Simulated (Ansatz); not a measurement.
# Work function of Rh(100): what the settings cost and change

How far do cutoff, k-mesh and smearing move the work function of Rh(100)?

Calculated with Ansatz 0.2.0; plane-wave DFT, PBE, Ansatz PAW.

**What experiment says.**

For Rh (clean (100) face, a compiled value), “Anisotropic work function of elemental crystals” (2019, arxiv:1902.07811) quotes earlier work: work function (clean (100) face, a compiled value) 5.3 eV.

This is a report of a sequence of runs, with most program output left out.

## Step 1: The structure

The cell holds 7 atoms: 7 Rh. Cell: a = 2.687 Å, b = 2.687 Å, c = 29.400 Å, α = 90.0°, β = 90.0°, γ = 90.0°. Vacuum lies along c.

## Step 2: Run, setting cutoff 200 eV

A work function rests on the faint tail of the density, so the SCF threshold is tight. The cutoff is raised first; then mesh and smearing are varied at the default cutoff.

The input, input.yaml:

```yaml
crystal:
  lattice:
    - [2.6870057685, 0.0, 0.0]
    - [0.0, 2.6870057685, 0.0]
    - [0.0, 0.0, 29.4]
  atoms:
    - { symbol: Rh, position: [0.0, 0.0, 0.306122449] }
    - { symbol: Rh, position: [0.5, 0.5, 0.3707482993] }
    - { symbol: Rh, position: [0.0, 0.0, 0.4353741497] }
    - { symbol: Rh, position: [0.5, 0.5, 0.5] }
    - { symbol: Rh, position: [0.0, 0.0, 0.5646258503] }
    - { symbol: Rh, position: [0.5, 0.5, 0.6292517007] }
    - { symbol: Rh, position: [0.0, 0.0, 0.693877551] }
kpoints:
  mp_grid: { grid: [15, 15, 1] }
hamiltonian:
  xc: pbe
scf:
  occupations: { method: fermi_dirac, width: 0.1 }
  convergence: { dr2_threshold: 1.0e-09 }
efield:
  axis: 3
  dipole_correction: true
  ramp_position: 0.97
  ramp_width: 0.06
basis:
  ecutwfc: "200 eV"
output:
  write_potential: true
  write_density: true
  volumetric_format: npy
  elf: true
```

On the command line:

```console
$ ansatz run input.yaml --threads 2 --pin off --max-ram 3072MiB --backend cpu --events-out ev --progress --plain --runs-dir out
```

It took 38 s on 2 threads of Arm Neoverse N1, shared host; peak memory 0.44 GiB; 73 s of CPU time.

This step gave:

```yaml
energy_at_zero_smearing: -44741.6593 eV
work_function_upper_face: 5.731 eV
```

Running mean over 1.9 Å of the planar mean; the ramp of the sawtooth is left out. Table of electron's electrostatic potential energy less the Fermi level by z:

```
z (Å)  electron's electrostatic potential energy less the Fermi level (eV)
 3.27                                                                 5.65
 3.88                                                                 5.61
 4.49                                                                 5.56
 5.10                                                                 5.49
 5.72                                                                 5.40
 6.33                                                                 5.22
 6.94                                                                 4.68
 7.55                                                                 1.96
 8.17                                                                -5.84
 8.78                                                                -11.7
 9.39                                                                -12.7
10.00                                                                -12.8
10.62                                                                -12.9
11.23                                                                -13.0
11.84                                                                -13.0
12.45                                                                -13.0
13.07                                                                -13.1
13.68                                                                -13.1
14.29                                                                -13.1
15.11                                                                -13.1
15.72                                                                -13.1
16.33                                                                -13.1
16.95                                                                -13.0
17.56                                                                -13.0
18.17                                                                -13.0
18.78                                                                -12.9
19.40                                                                -12.8
20.01                                                                -12.7
20.62                                                                -11.7
21.23                                                                -5.84
21.85                                                                 1.96
22.46                                                                 4.68
23.07                                                                 5.22
23.68                                                                 5.40
24.30                                                                 5.49
24.91                                                                 5.56
25.52                                                                 5.61
26.13                                                                 5.65
```

Valence density in the ca plane at fractional y = 0.000, with atoms of Rh within 0.2 Å of it. It is the smooth field of the valence electrons, not physical close to the nuclei.

Ten even steps from '0' (0 e/Å³) to '9' (13 e/Å³), each cell a mean:
```
41000001486200000036841000001586200000000000
20000000232100000013320000000232100000000000
00000000000000000000000000000000000000000000
00000000000000000000000000000000000000000000
00000000000000000000000000000000000000000000
10000000121000000001210000000121000000000000
30000001364100000025530000001364100000000000
51000001597300000038951000001697300000000000
```
Columns run along c (16.0 Å, from fractional 0.32 to 0.86 of the cell), rows up along a (2.7 Å). Atoms in or near the plane, at fractional coordinates: Rh at (0.44, 0.00), Rh at (0.56, 0.00), Rh at (0.69, 0.00).

ELF in the ca plane at fractional y = 0.000, with atoms of Rh within 0.2 Å of it. It is the smooth field of the valence electrons, not physical close to the nuclei.

Ten even steps from '0' (0.00) to '9' (0.81), each cell a mean:
```
85221225899722112379984221225899731000000000
53332323677423333247752332323677421000000000
22333332243234334323322433332243211000000000
23333333222343333432223333333223320000000000
22333332232233333322223333332223221000000000
42333432465324334235642333332465311000000000
74232324788523222268873232324788631000000000
85211125999731111389985111126899741000000000
```
Columns run along c (16.0 Å, from fractional 0.32 to 0.86 of the cell), rows up along a (2.7 Å). Atoms in or near the plane, at fractional coordinates: Rh at (0.44, 0.00), Rh at (0.56, 0.00), Rh at (0.69, 0.00).

Electrostatic potential energy in the ca plane at fractional y = 0.000, with atoms of Rh within 0.2 Å of it. With pseudopotentials it is smooth inside the atoms' cores, unlike the true potential.

Values in eV, 5 rows by 16 columns, each cell a mean:
```
-21   9  -6 -69  -9   9 -18 -67   1   9 -32 -57   6  12  12  13
  3   7   6 -11   5   7   3 -10   7   8   0  -7  10  12  12  13
  7   6   8   5   8   6   7   5   8   7   7   6  11  12  12  13
 -4   8   3 -30   1   8  -2 -29   5   8  -9 -23   9  12  12  13
-28  10 -10 -78 -14  10 -24 -76  -1   9 -39 -65   5  12  12  13
```
Columns run along c (16.0 Å, from fractional 0.32 to 0.86 of the cell; values clipped at the 3rd and 97th percentile), rows up along a (2.7 Å). Atoms in or near the plane, at fractional coordinates: Rh at (0.44, 0.00), Rh at (0.56, 0.00), Rh at (0.69, 0.00).

The work function is 5.731 eV. The program marks this work function as in doubt.

## Step 3: Run

Edit input.yaml of step 2 so:

```diff
@@ -26,3 +26,3 @@
 basis:
-  ecutwfc: "200 eV"
+  ecutwfc: "300 eV"
 output:
@@ -31,2 +31 @@
   volumetric_format: npy
-  elf: true
```

Run time: 53 s. Hardware: 2 threads; peak memory 0.58 GiB; 1.7 min of CPU time.

The work function is 5.062 eV, -0.669 eV from the run “cutoff 200 eV”, at 1.4 times its CPU time.

## Step 4: Run

Edit input.yaml of step 3 so:

```diff
@@ -26,3 +26,3 @@
 basis:
-  ecutwfc: "300 eV"
+  ecutwfc: "420 eV"
 output:
```

Elapsed: 90 s, on 2 threads; peak memory 0.79 GiB; 2.9 min of CPU time.

The work function is 5.055 eV, -0.676 eV from the run “cutoff 200 eV”, at 2.4 times its CPU time.

## Step 5: Run

Edit input.yaml of step 4 so:

```diff
@@ -26,3 +26,3 @@
 basis:
-  ecutwfc: "420 eV"
+  ecutwfc: "600 eV"
 output:
```

It took 2.2 min on 2 threads; peak memory 1.2 GiB.

The work function is 5.055 eV, +0.000 eV from the run “cutoff 420 eV”, at 1.5 times its CPU time.

## Step 6: Run

Edit input.yaml of step 5 so:

```diff
@@ -14,3 +14,3 @@
 kpoints:
-  mp_grid: { grid: [15, 15, 1] }
+  mp_grid: { grid: [3, 3, 1] }
 hamiltonian:
@@ -25,4 +25,2 @@
   ramp_width: 0.06
-basis:
-  ecutwfc: "600 eV"
 output:
```

Wall time 8.5 s (2 threads); peak memory 0.42 GiB; 14 s of CPU time.

The work function is 4.830 eV, -0.225 eV from the run “cutoff 420 eV”, at 0.082 times its CPU time.

## Step 7: Slab

Edit input.yaml of step 6 so:

```diff
@@ -14,3 +14,3 @@
 kpoints:
-  mp_grid: { grid: [3, 3, 1] }
+  mp_grid: { grid: [5, 5, 1] }
 hamiltonian:
```

Wall time 16 s (2 threads); peak memory 0.46 GiB; 28 s of CPU time.

The work function is 5.122 eV, +0.067 eV from the run “cutoff 420 eV”, at 0.16 times its CPU time.

## Step 8: Run

Edit input.yaml of step 7 so:

```diff
@@ -14,3 +14,3 @@
 kpoints:
-  mp_grid: { grid: [5, 5, 1] }
+  mp_grid: { grid: [10, 10, 1] }
 hamiltonian:
```

Run time: 48 s. Hardware: 2 threads; peak memory 0.61 GiB; 95 s of CPU time.

The work function is 5.052 eV, -0.003 eV from the run “cutoff 420 eV”, at 0.54 times its CPU time.

## Step 9: Run

Edit input.yaml of step 8 so:

```diff
@@ -14,3 +14,3 @@
 kpoints:
-  mp_grid: { grid: [10, 10, 1] }
+  mp_grid: { grid: [22, 22, 1] }
 hamiltonian:
```

Elapsed: 3.2 min, on 2 threads; peak memory 1.3 GiB; 6.3 min of CPU time.

The work function is 5.056 eV, +0.001 eV from the run “cutoff 420 eV”, at 2.2 times its CPU time.

## Step 10: Slab

Edit input.yaml of step 9 so:

```diff
@@ -14,3 +14,3 @@
 kpoints:
-  mp_grid: { grid: [22, 22, 1] }
+  mp_grid: { grid: [15, 15, 1] }
 hamiltonian:
@@ -18,3 +18,3 @@
 scf:
-  occupations: { method: fermi_dirac, width: 0.1 }
+  occupations: { method: gaussian, width: 0.05 }
   convergence: { dr2_threshold: 1.0e-09 }
```

The job ended after 85 s (2 threads; peak memory 0.79 GiB; 2.8 min of CPU time).

The work function is 5.051 eV, -0.004 eV from the run “cutoff 420 eV”, at 0.96 times its CPU time.

## Step 11: Slab

Edit input.yaml of step 10 so:

```diff
@@ -18,3 +18,3 @@
 scf:
-  occupations: { method: gaussian, width: 0.05 }
+  occupations: { method: methfessel_paxton, width: 0.2 }
   convergence: { dr2_threshold: 1.0e-09 }
```

Run time: 84 s. Hardware: 2 threads; peak memory 0.8 GiB.

The work function is 5.057 eV, +0.002 eV from the run “cutoff 420 eV”, at 0.95 times its CPU time.

## Step 12: Slab

Edit input.yaml of step 11 so:

```diff
@@ -18,3 +18,3 @@
 scf:
-  occupations: { method: methfessel_paxton, width: 0.2 }
+  occupations: { method: fermi_dirac, width: 0.3 }
   convergence: { dr2_threshold: 1.0e-09 }
```

It took 1.7 min on 2 threads; peak memory 0.85 GiB; 3.4 min of CPU time.

The work function is 5.013 eV, -0.042 eV from the run “cutoff 420 eV”, at 1.2 times its CPU time.

## Step 13: Slab

Edit input.yaml of step 12 so:

```diff
@@ -18,3 +18,3 @@
 scf:
-  occupations: { method: fermi_dirac, width: 0.3 }
+  occupations: { method: cold, width: 0.1 }
   convergence: { dr2_threshold: 1.0e-09 }
```

It took 84 s on 2 threads; peak memory 0.8 GiB; 2.8 min of CPU time.

The work function is 5.053 eV, -0.002 eV from the run “cutoff 420 eV”, at 0.94 times its CPU time.

## Step 14: Side by side

Times are for 2 threads of Arm Neoverse N1, shared host. The runs compared:

```
no.                            setting  work function, upper face (eV)     time  memory (GiB)
  1                      cutoff 200 eV                           5.731     38 s          0.44
  2                      cutoff 300 eV                           5.062     53 s          0.58
  3                      cutoff 420 eV                           5.055     90 s          0.79
  4                      cutoff 600 eV                           5.055  2.2 min           1.2
  5                           mesh 3x3                           4.830    8.5 s          0.42
  6                           mesh 5x5                           5.122     16 s          0.46
  7                         mesh 10x10                           5.052     48 s          0.61
  8                         mesh 22x22                           5.056  3.2 min           1.3
  9          Gaussian smearing 0.05 eV                           5.051     85 s          0.79
 10  methfessel_paxton smearing 0.2 eV                           5.057     84 s          0.80
 11        fermi_dirac smearing 0.3 eV                           5.013  1.7 min          0.85
 12               cold smearing 0.1 eV                           5.053     84 s          0.80
```

## Step 15: Varying the input

An input spoilt on purpose, to show how the run answers: it repeats the earlier run “cutoff 200 eV” with efield.amplitude to 0 and efield.dipole_correction from true to false, and scf.max_iter set to 75; its output block differs too.

Edit input.yaml of step 13 so:

```diff
@@ -18,9 +18,13 @@
 scf:
-  occupations: { method: cold, width: 0.1 }
+  occupations: { method: fermi_dirac, width: 0.1 }
   convergence: { dr2_threshold: 1.0e-09 }
+  max_iter: 75
 efield:
   axis: 3
-  dipole_correction: true
+  dipole_correction: false
   ramp_position: 0.97
   ramp_width: 0.06
+  amplitude: 0
+basis:
+  ecutwfc: "200 eV"
 output:
```

Run time: 0.04 s. Hardware: 2 threads; peak memory 0.03 GiB.

The program refused the input before any cycle.

The program's message: “Error: invalid value for `efield.amplitude`: is zero with dipole_correction: false — the section would apply nothing; set a non-zero amplitude, enable dipole_correction, or remove the block”

The fault put into the input: a field block that applies nothing.

## Step 16: Results

```yaml
work_function_cutoff_200_ev: 5.731 eV
work_function_cutoff_420_ev: 5.055 eV
work_function_cutoff_600_ev: 5.055 eV
work_function_mesh_3x3: 4.830 eV
```

The run at the highest cutoff gives 5.06 eV, and the settings tried spread the value from 4.83 to 5.73 eV. Against 600 eV, a cutoff of 200 eV is off by +0.676 eV. Against 600 eV, a cutoff of 420 eV is off by -0.000 eV. Against the finest mesh, 22 points along a, the coarser ones are off by -0.23 (3), +0.07 (5) and -0.00 (10) eV. The smearing schemes and widths spread it over 0.04 eV. The program marks the value as in doubt in “cutoff 200 eV”. The ladder's slabs use the tabulated experimental lattice constant (two decimals; a low-temperature value for the alkali metals). In 1 run of the series (cutoff 200 eV) the program warns that electrons reach the sawtooth's ramp, which makes dipole and work function less sure.

Calculation against experiment:

| quantity | measured | cutoff 600 eV |
| --- | --- | --- |
| work function (clean (100) face, a compiled value) (eV) | 5.3 | 5.06 (-0.24 eV) |

Measured values from arxiv:1902.07811 (2019).

How well it matches: The work function is off by -0.24 eV: fair agreement. The grades are ours: good and fair within 3 and 7 % for the work function. No cell relaxation is part of this session.

[Logs are printed without paths, hosts, clocks, repeated set-up lines and the standing remarks that a program may print on its own settings, such as how far it seeks lower states.]

[Hosts, paths, dates, database ids (printed as entryN), source tags and the programs' standing remarks are cut or masked in the printed files.]

[Maps of the electrostatic potential energy from Ansatz leave out the sawtooth potential of an applied field or a dipole correction, so their vacuum need not be flat; planar profiles and work functions include it.]
